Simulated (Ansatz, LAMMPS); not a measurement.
# Relaxing Zn2+ triflate in trimethyl phosphate and propylene carbonate, from a frame at 350 K (201 atoms), part 2 of 3

Aim: bring Zn2+ triflate in trimethyl phosphate and propylene carbonate, from a frame at 350 K (201 atoms) to a nearby minimum of the energy and see what moves.

Ansatz 0.2.0; Kohn-Sham DFT, PBE+D4, PAW (set soft_2), plane waves.

The cell: 42 C, 51 O, 6 P, 84 H, 4 S, 12 F and 2 Zn. The network of contacts between molecules at the start is that of the classical potential that made the cell. The density was typed from a rule of thumb and may lie off the real one at this temperature. The Brillouin zone is sampled at Γ only, in a cell whose shortest periodic width is 13 Å.

So far. Step 3 (Single point at the start): Neighbours are counted within 1.34 Å (H-C), 1.73 Å (O-C), 2.02 Å (O-P), 1.93 Å (O-S), 2.43 Å (O-Zn), 1.85 Å (C-C), 1.62 Å (C-F), 2.21 Å (C-S).

## Step 4: Relaxation

The atoms are relaxed in the fixed cell, aiming at the force tolerance of the input.

Input file input.yaml:

```yaml
crystal:
  lattice:
    - [13.38458, 0.0, 0.0]
    - [0.0, 13.38458, 0.0]
    - [0.0, 0.0, 13.38458]
  atoms:
    [... the 201 atom lines of step 3 ...]
kpoints:
  mp_grid: { grid: [1, 1, 1] }
hamiltonian:
  xc: pbe
  dispersion: d4
scf:
  occupations: { method: fixed }
output:
  forces: true
relax:
  f_tol: 0.03
  max_steps: 200
```

Started as:

```sh
$ ansatz run input.yaml --threads 4 --pin off --max-ram 8192MiB --backend cpu --events-out ev --progress --plain --runs-dir out
```

Numbers of over 12 decimals in the logs are rounded to 6 here.

Log:

```text
[...]
Crystal: 201 atoms, lattice volume = 2397.807 Å³
Basis set: ecut = 420 eV, 46897 PW (Γ), exchange–correlation on 180×180×180 points (8 copies of the dense FFT grid, shifted against one another)
Bands: 561, of which v1, the nominal top of the filled ones, is band 360 counted from 1 (359 counted from 0)
Symmetry: 1 space group operations
[...]
k-points: 1
[...]
SCF iter   1: F=—  HF=-65282.024848 eV  |F-HF|=—  |Δ(HF+E_count)|=         —  Δρ=5.09e-3  dr2=8.96e-1  ethr=1.77e-3  ⟨swp⟩=5.0  Hψ=1873  notcnv=0  defer=196
[...]
SCF iter   3: F=—  HF=-65281.772415 eV  |F-HF|=—  |Δ(HF+E_count)|=   1.85e-2  Δρ=1.56e-3  dr2=7.33e-2  ethr=2.83e-5  ⟨swp⟩=3.0  Hψ=703  notcnv=0  defer=110
automatic band count: iteration 3 solves 472 bands in place of 561: the levels show a gap, and the empty bands left out lie too high to hold charge; the band table lists the bands solved (type scf.n_extra_bands for more)
SCF iter   4: F=—  HF=-65281.757519 eV  |F-HF|=—  |Δ(HF+E_count)|=   1.49e-2  Δρ=5.58e-4  dr2=9.98e-3  ethr=1.02e-5  ⟨swp⟩=3.0  Hψ=748  notcnv=0  defer=110
[...]
SCF iter   8: F=-65281.755367 eV  HF=-65281.755376 eV  |F-HF|=9.22e-6  |Δ(HF+E_count)|=   1.10e-5  Δρ=2.08e-5  dr2=9.72e-6  ethr=3.13e-9  ⟨swp⟩=5.0  Hψ=1532  notcnv=0
SCF 1 converged in 8 iterations: F = -65281.755367 eV  dr2 = 9.72e-6
[...]
relax step   1: F+E_penalty+E_count = -65281.75536710 eV  Δ(F+E_penalty+E_count) = +0.000e0 eV  max|allowed force component| = 5.533e0 eV/Å  Δτ_max = 0.0000 Å  (8 SCF iters, dr2 threshold 2.25e-5 eV, accepted)
[... from here on, the SCF cycles and remarks between the steps are left out ...]
relax step   2: F+E_penalty+E_count = -65290.52222511 eV  Δ(F+E_penalty+E_count) = -8.767e0 eV  max|allowed force component| = 3.277e0 eV/Å  Δτ_max = 0.1945 Å  (7 SCF iters, dr2 threshold 1.00e-4 eV, accepted)
relax step   3: F+E_penalty+E_count = -65293.15135938 eV  Δ(F+E_penalty+E_count) = -2.629e0 eV  max|allowed force component| = 1.853e0 eV/Å  Δτ_max = 0.1905 Å  (7 SCF iters, dr2 threshold 1.00e-4 eV, accepted)
relax step   4: F+E_penalty+E_count = -65293.95443751 eV  Δ(F+E_penalty+E_count) = -8.031e-1 eV  max|allowed force component| = 1.234e0 eV/Å  Δτ_max = 0.1941 Å  (7 SCF iters, dr2 threshold 1.00e-4 eV, accepted)
relax step   5: F+E_penalty+E_count = -65294.34026014 eV  Δ(F+E_penalty+E_count) = -3.858e-1 eV  max|allowed force component| = 7.022e-1 eV/Å  Δτ_max = 0.1796 Å  (7 SCF iters, dr2 threshold 1.00e-4 eV, accepted)
relax step   6: F+E_penalty+E_count = -65294.59568947 eV  Δ(F+E_penalty+E_count) = -2.554e-1 eV  max|allowed force component| = 3.200e-1 eV/Å  Δτ_max = 0.1937 Å  (7 SCF iters, dr2 threshold 1.00e-4 eV, accepted)
relax step   7: F+E_penalty+E_count = -65294.72214099 eV  Δ(F+E_penalty+E_count) = -1.265e-1 eV  max|allowed force component| = 5.108e-1 eV/Å  Δτ_max = 0.1881 Å  (8 SCF iters, dr2 threshold 2.13e-5 eV, accepted)
relax step   8: F+E_penalty+E_count = -65294.82064687 eV  Δ(F+E_penalty+E_count) = -9.851e-2 eV  max|allowed force component| = 5.560e-1 eV/Å  Δτ_max = 0.1803 Å  (7 SCF iters, dr2 threshold 5.42e-5 eV, accepted)
relax step   9: F+E_penalty+E_count = -65294.90956377 eV  Δ(F+E_penalty+E_count) = -8.892e-2 eV  max|allowed force component| = 4.862e-1 eV/Å  Δτ_max = 0.1933 Å  (7 SCF iters, dr2 threshold 1.00e-4 eV, accepted)
relax step  10: F+E_penalty+E_count = -65294.97451089 eV  Δ(F+E_penalty+E_count) = -6.495e-2 eV  max|allowed force component| = 4.349e-1 eV/Å  Δτ_max = 0.1483 Å  (7 SCF iters, dr2 threshold 1.00e-4 eV, accepted)
relax step  11: F+E_penalty+E_count = -65295.04102566 eV  Δ(F+E_penalty+E_count) = -6.651e-2 eV  max|allowed force component| = 4.867e-1 eV/Å  Δτ_max = 0.1818 Å  (7 SCF iters, dr2 threshold 1.00e-4 eV, accepted)
relax step  12: F+E_penalty+E_count = -65295.09278152 eV  Δ(F+E_penalty+E_count) = -5.176e-2 eV  max|allowed force component| = 6.869e-1 eV/Å  Δτ_max = 0.1950 Å  (7 SCF iters, dr2 threshold 1.00e-4 eV, accepted)
relax step  13: F+E_penalty+E_count = -65295.13725272 eV  Δ(F+E_penalty+E_count) = -4.447e-2 eV  max|allowed force component| = 9.495e-1 eV/Å  Δτ_max = 0.1950 Å  (6 SCF iters, dr2 threshold 1.00e-4 eV, accepted)
relax step  14: F+E_penalty+E_count = -65295.17780010 eV  Δ(F+E_penalty+E_count) = -4.055e-2 eV  max|allowed force component| = 9.519e-1 eV/Å  Δτ_max = 0.1447 Å  (6 SCF iters, dr2 threshold 1.00e-4 eV, accepted)
relax step  15: F+E_penalty+E_count = -65295.22164442 eV  Δ(F+E_penalty+E_count) = -4.384e-2 eV  max|allowed force component| = 8.591e-1 eV/Å  Δτ_max = 0.1802 Å  (6 SCF iters, dr2 threshold 1.00e-4 eV, accepted)
relax step  16: F+E_penalty+E_count = -65295.26584476 eV  Δ(F+E_penalty+E_count) = -4.420e-2 eV  max|allowed force component| = 7.288e-1 eV/Å  Δτ_max = 0.1949 Å  (6 SCF iters, dr2 threshold 1.00e-4 eV, accepted)
relax step  17: F+E_penalty+E_count = -65295.30520031 eV  Δ(F+E_penalty+E_count) = -3.936e-2 eV  max|allowed force component| = 6.831e-1 eV/Å  Δτ_max = 0.1948 Å  (6 SCF iters, dr2 threshold 1.00e-4 eV, accepted)
relax step  18: F+E_penalty+E_count = -65295.33265311 eV  Δ(F+E_penalty+E_count) = -2.745e-2 eV  max|allowed force component| = 8.442e-1 eV/Å  Δτ_max = 0.1866 Å  (6 SCF iters, dr2 threshold 1.00e-4 eV, accepted)
relax step  19: F+E_penalty+E_count = -65295.35915745 eV  Δ(F+E_penalty+E_count) = -2.650e-2 eV  max|allowed force component| = 8.081e-1 eV/Å  Δτ_max = 0.1464 Å  (6 SCF iters, dr2 threshold 1.00e-4 eV, accepted)
relax step  20: F+E_penalty+E_count = -65295.39562367 eV  Δ(F+E_penalty+E_count) = -3.647e-2 eV  max|allowed force component| = 6.752e-1 eV/Å  Δτ_max = 0.1952 Å  (6 SCF iters, dr2 threshold 1.00e-4 eV, accepted)
relax step  21: F+E_penalty+E_count = -65295.43218936 eV  Δ(F+E_penalty+E_count) = -3.657e-2 eV  max|allowed force component| = 4.933e-1 eV/Å  Δτ_max = 0.1941 Å  (6 SCF iters, dr2 threshold 1.00e-4 eV, accepted)
relax step  22: F+E_penalty+E_count = -65295.46377890 eV  Δ(F+E_penalty+E_count) = -3.159e-2 eV  max|allowed force component| = 4.327e-1 eV/Å  Δτ_max = 0.1931 Å  (6 SCF iters, dr2 threshold 1.00e-4 eV, accepted)
relax step  23: F+E_penalty+E_count = -65295.48714605 eV  Δ(F+E_penalty+E_count) = -2.337e-2 eV  max|allowed force component| = 5.339e-1 eV/Å  Δτ_max = 0.1901 Å  (6 SCF iters, dr2 threshold 9.99e-5 eV, accepted)
relax step  24: F+E_penalty+E_count = -65295.51113865 eV  Δ(F+E_penalty+E_count) = -2.399e-2 eV  max|allowed force component| = 5.195e-1 eV/Å  Δτ_max = 0.1148 Å  (6 SCF iters, dr2 threshold 1.00e-4 eV, accepted)
[...]
relax step  43: F+E_penalty+E_count = -65295.82391999 eV  Δ(F+E_penalty+E_count) = -5.996e-3 eV  max|allowed force component| = 1.291e-1 eV/Å  Δτ_max = 0.0532 Å  (6 SCF iters, dr2 threshold 2.28e-5 eV, accepted)
relax step  44: F+E_penalty+E_count = -65295.82784453 eV  Δ(F+E_penalty+E_count) = -3.925e-3 eV  max|allowed force component| = 1.031e-1 eV/Å  Δτ_max = 0.0773 Å  (7 SCF iters, dr2 threshold 6.65e-6 eV, accepted)
relax step  45: F+E_penalty+E_count = -65295.83067484 eV  Δ(F+E_penalty+E_count) = -2.830e-3 eV  max|allowed force component| = 8.422e-2 eV/Å  Δτ_max = 0.0527 Å  (7 SCF iters, dr2 threshold 4.24e-6 eV, accepted)
relax step  46: F+E_penalty+E_count = -65295.83304581 eV  Δ(F+E_penalty+E_count) = -2.371e-3 eV  max|allowed force component| = 7.862e-2 eV/Å  Δτ_max = 0.0471 Å  (7 SCF iters, dr2 threshold 4.53e-6 eV, accepted)
relax step  47: F+E_penalty+E_count = -65295.83477027 eV  Δ(F+E_penalty+E_count) = -1.724e-3 eV  max|allowed force component| = 6.137e-2 eV/Å  Δτ_max = 0.0375 Å  (7 SCF iters, dr2 threshold 4.12e-6 eV, accepted)
relax step  48: F+E_penalty+E_count = -65295.83648739 eV  Δ(F+E_penalty+E_count) = -1.717e-3 eV  max|allowed force component| = 5.015e-2 eV/Å  Δτ_max = 0.0435 Å  (7 SCF iters, dr2 threshold 2.29e-6 eV, accepted)
relax step  49: F+E_penalty+E_count = -65295.83778655 eV  Δ(F+E_penalty+E_count) = -1.299e-3 eV  max|allowed force component| = 3.222e-2 eV/Å  Δτ_max = 0.0412 Å  (7 SCF iters, dr2 threshold 1.53e-6 eV, accepted)
relax step  50: F+E_penalty+E_count = -65295.83802481 eV  Δ(F+E_penalty+E_count) = -2.383e-4 eV  max|allowed force component| = 1.263e-1 eV/Å  Δτ_max = 0.0389 Å  (9 SCF iters, accepted)
relax step  51: F+E_penalty+E_count = -65295.83900072 eV  Δ(F+E_penalty+E_count) = -9.759e-4 eV  max|allowed force component| = 3.306e-2 eV/Å  Δτ_max = 0.0093 Å  (5 SCF iters, dr2 threshold 6.58e-6 eV, accepted)
relax step  52: F+E_penalty+E_count = -65295.83780645 eV  Δ(F+E_penalty+E_count) = +1.194e-3 eV  max|allowed force component| = 4.488e-2 eV/Å  Δτ_max = 0.0348 Å  (9 SCF iters, rejected (line search))
relax step  53: F+E_penalty+E_count = -65295.83956679 eV  Δ(F+E_penalty+E_count) = -5.661e-4 eV  max|allowed force component| = 1.574e-2 eV/Å  Δτ_max = 0.0116 Å  (9 SCF iters, accepted)
SCF converged after 9 iterations
Free energy (F): -65295.839567 eV
[...]
Internal energy: -65295.839567 eV  (E = F + TS)
E sigma→0 (E₀):  -65295.839567 eV
Fermi energy:    -0.047427 eV
[...]
--- Forces (eV/Å), atoms counted from 1 ---
  atom   1  C      0.00581859     0.01573953    -0.00020333
  atom   2  O      0.00102740    -0.00252640    -0.00158155
  atom   3  P      0.00424636    -0.00063835     0.00311735
  atom   4  O     -0.00189206     0.00173458    -0.00204827
  atom   5  O     -0.00179527     0.00132768     0.00139053
  atom   6  C     -0.00054266    -0.00282311    -0.00154044
  atom   7  O      0.00004552    -0.00103958    -0.00111494
  atom   8  C      0.00108459    -0.00217773     0.00313463
  atom   9  H      0.00037545    -0.00755300     0.00869650
  atom  10  H     -0.01135367    -0.00103145    -0.00157975
  atom  11  H      0.00392684    -0.00589288    -0.00567568
  atom  12  H      0.00037272    -0.00033952     0.00029588
  atom  13  H     -0.00044469    -0.00009099    -0.00048884
  atom  14  H     -0.00051045    -0.00079074     0.00029584
[...]
atom 200  Zn     0.00010312    -0.00034056    -0.00212769
  atom 201  Zn     0.00164648     0.00082464     0.00116207
  max |Σ_I F_I| component: 9.23e-5 eV/Å
--- Relaxed structure (53 steps of the walk, 52 accepted, 0 SCFs on fresh bases) ---
  F+E_penalty+E_count = -65295.83956679 eV   max|allowed force component| = 1.574e-2 eV/Å
  atoms:
    - { symbol: C, position: [0.762836, 0.072448, 0.551498] }
    - { symbol: O, position: [0.722276, 0.971226, 0.544396] }
    - { symbol: P, position: [0.746372, 0.905224, 0.450261] }
    - { symbol: O, position: [0.734595, 0.953030, 0.350226] }
[...]
- { symbol: Zn, position: [0.345155, 0.127648, 0.983991] }
```

It took 15 min on 4 threads of Intel Xeon Platinum 8488C (Sapphire Rapids), shared host; peak memory 3.4 GiB.

The steps of the relaxation (22 of 53):

```
step  energy less that of the first step (eV)  largest force component (eV/Å)
   1                                   0.0000                          5.5328
   3                                 -11.3960                          1.8528
   6                                 -12.8403                          0.3200
   8                                 -13.0653                          0.5560
  11                                 -13.2857                          0.4867
  13                                 -13.3819                          0.9495
  16                                 -13.5105                          0.7288
  18                                 -13.5773                          0.8442
  21                                 -13.6768                          0.4933
  23                                 -13.7318                          0.5339
  26                                 -13.8349                          0.2304
  28                                 -13.8786                          0.3607
  31                                 -13.9406                          0.2248
  33                                 -13.9691                          0.2825
  36                                 -14.0076                          0.2743
  38                                 -14.0289                          0.2287
  41                                 -14.0546                          0.2766
  43                                 -14.0686                          0.1291
  46                                 -14.0777                          0.0786
  48                                 -14.0811                          0.0501
  51                                 -14.0836                          0.0331
  53                                 -14.0842                          0.0157
```

Relaxation step 52 was tried and not accepted.

The atoms that moved most (Å):

```
atom      dx      dy     dz  length
O168  -0.822   0.604  2.224   2.447
 H17  -2.336   0.538  0.227   2.408
O147  -1.495  -1.616  0.541   2.267
O171   1.628   1.410  0.476   2.206
 H63   0.127  -1.669  1.428   2.200
 H64  -1.016   0.015  1.917   2.170
O148  -1.611  -1.052  0.456   1.977
C146  -1.511  -1.257  0.189   1.974
```

The relaxation changed the energy by -70.1 meV/atom, and atoms moved by 1.1 Å r.m.s., 2.4 Å at most.

## Step 5: Distances and neighbours after relaxation

Bonds before and after, by the cutoffs listed below:

```
pair  bonds before  bonds after  mean before (Å)  mean after (Å)  spread before (Å)  spread after (Å)
 H-C            84           84            1.089           1.096              0.031             0.002
 O-C            43           43            1.379           1.403              0.066             0.082
 O-P            24           24            1.587           1.560              0.040             0.043
 O-S            12           12            1.462           1.468              0.022             0.016
O-Zn            11           11            1.894           2.079              0.067             0.063
 C-C            10           10            1.525           1.518              0.025             0.011
 C-F            12           12            1.383           1.349              0.024             0.007
 C-S             4            4            1.798           1.885              0.024             0.016
```

Density 1.44 g/cm³, 11.93 Å³ an atom.

Pair distribution functions g(r), in bins of 0.2 Å:

```
r (Å)  total   H-H   H-O    H-C   H-F   H-P   H-S
 1.00   3.39  0.00  0.00  19.40  0.00  0.00  0.00
 1.20   0.19  0.00  0.00   0.21  0.00  0.00  0.00
 1.40   1.56  0.00  0.00   0.00  0.00  0.00  0.00
 1.60   0.56  0.00  0.00   0.00  0.00  0.00  0.00
 1.80   1.14  6.29  0.00   0.00  0.00  0.00  0.00
 2.00   0.65  0.00  2.56   0.00  0.00  0.00  0.00
 2.20   0.94  0.05  0.98   2.00  0.00  0.00  0.00
 2.40   0.59  1.06  0.41   0.00  0.16  0.00  0.00
 2.60   1.00  0.94  1.27   0.23  0.55  0.53  0.00
 2.80   0.82  0.89  1.54   0.71  1.08  3.31  0.00
 3.00   0.93  1.16  0.96   0.56  1.14  3.63  0.30
 3.20   0.80  0.77  0.74   1.10  0.65  0.91  1.40
 3.40   0.89  0.67  0.83   1.07  0.83  1.12  1.21
 3.60   1.02  0.58  0.72   1.33  1.17  2.41  2.00
 3.80   0.97  0.86  0.96   0.90  0.99  0.91  1.17
 4.00   1.03  1.26  1.27   1.05  1.00  0.71  1.41
 4.20   1.06  1.35  1.39   0.86  0.54  0.43  0.32
 4.40   1.06  0.99  1.16   1.04  1.17  0.29  0.59
 4.60   1.06  1.05  1.07   1.21  1.53  0.37  1.20
 4.80   1.10  1.25  0.92   1.48  1.27  0.83  1.36
 5.00   1.01  0.77  0.98   1.33  1.09  1.06  0.81
 5.20   0.98  0.84  0.83   1.10  1.27  1.19  1.57
 5.40   1.02  1.05  0.95   0.74  1.16  1.17  0.78
 5.60   0.99  0.99  0.88   0.87  1.12  1.02  0.73
 5.80   1.02  1.07  1.07   0.84  1.21  1.02  1.35
 6.00   0.96  1.01  0.92   0.92  0.92  1.00  0.63
 6.20   1.01  0.83  1.05   0.86  1.18  1.13  0.95
 6.40   1.04  1.07  0.98   1.08  1.20  0.69  1.04
```

Bonds by pair of elements; cutoffs follow the first minimum of g(r), held within bounds set by covalent radii, and pairs that aren't listed don't count as bonded:

```
pair A-B  cutoff (Å)  bonds  mean length (Å)  spread (Å)  shortest (Å)  B about A  A about B
     H-C        1.34     84             1.10       0.002          1.09          1          2
     O-C        1.73     43             1.40       0.082          1.21      0.843       1.02
     O-P        2.02     24             1.56       0.043          1.48      0.471          4
     O-S        1.93     12             1.47       0.016          1.45      0.235          3
    O-Zn         2.5     11             2.08       0.063          2.01      0.216        5.5
     C-C        1.85     10             1.52       0.011          1.51      0.476      0.476
     C-F        1.62     12             1.35       0.007          1.34      0.286          1
     C-S        2.21      4             1.89       0.016          1.87      0.095          1
```

How many atoms have how many bonded neighbours:

```
element  mean   1   2  3   4  5  6
      C  3.88   0   0  5  37  0  0
      F     1  12   0  0   0  0  0
      H     1  84   0  0   0  0  0
      O  1.76  12  39  0   0  0  0
      P     4   0   0  0   6  0  0
      S     4   0   0  0   4  0  0
     Zn   5.5   0   0  0   0  1  1
```

Bond angles, per cent of each kind in bins of 5°:

```
angle (°)  H-C-H  H-C-O  O-P-O  C-C-H  O-Zn-O
    80–85    0.0    0.0    0.0    0.0     4.0
    85–90    0.0    0.0    0.0    0.0    40.0
    90–95    0.0    0.0    0.0    0.0    16.0
   95–100    0.0    0.0    0.0    0.0    12.0
  100–105    0.0    0.0   27.8    0.0     4.0
  105–110   56.8   63.8   30.6   14.3     0.0
  110–115   43.2   36.2   22.2   85.7     4.0
  115–120    0.0    0.0   19.4    0.0     0.0
  120–125    0.0    0.0    0.0    0.0     0.0
  125–130    0.0    0.0    0.0    0.0     0.0
  130–135    0.0    0.0    0.0    0.0     0.0
  135–140    0.0    0.0    0.0    0.0     0.0
  140–145    0.0    0.0    0.0    0.0     4.0
  145–150    0.0    0.0    0.0    0.0     0.0
  150–155    0.0    0.0    0.0    0.0     0.0
  155–160    0.0    0.0    0.0    0.0     0.0
  160–165    0.0    0.0    0.0    0.0     0.0
  165–170    0.0    0.0    0.0    0.0     8.0
  170–175    0.0    0.0    0.0    0.0     4.0
  175–180    0.0    0.0    0.0    0.0     4.0
```

Bond angles (no mean is given where the spread exceeds 20°):

```
 angle  count  mean (°)  spread (°)
 H-C-H     74       110         0.8
 H-C-O     69       109         1.9
 O-P-O     36       109         5.2
 C-C-H     35       111         1.5
O-Zn-O     25         -           -
```

Bond length by coordination (bonds to H left out):

```
element  coordination  atoms  mean bond length (Å)
      C             3      5                  1.30
      C             4     37                  1.48
      O             1     12                  1.40
      O             2     39                  1.56
     Zn             5      1                  2.04
     Zn             6      1                  2.11
```

Rings of the network by King's shortest-path rule, up to 12 atoms, one path for each pair of neighbours; H, halogens, alkali and alkaline-earth atoms are left out, and the last column divides by all other atoms, bonded or not:

```
ring size (atoms)  rings  per network atom
                5      5             0.048
```

Counting bonds as in the table, 88 % of C atoms have 4, all F atoms have 1, all H atoms have 1 and 76 % of O atoms have 2 bonded neighbours. The H-C-H angle averages 110° with a spread of 0.8°. All rings counted have 5 atoms.

[end of part 2 of 3]

[Logs are printed without paths, hosts, clocks, repeated set-up lines and the standing remarks that a program may print on its own settings, such as how far it seeks lower states.]

[Hosts, paths, dates, database ids (printed as entryN), source tags and the programs' standing remarks are cut or masked in the printed files.]
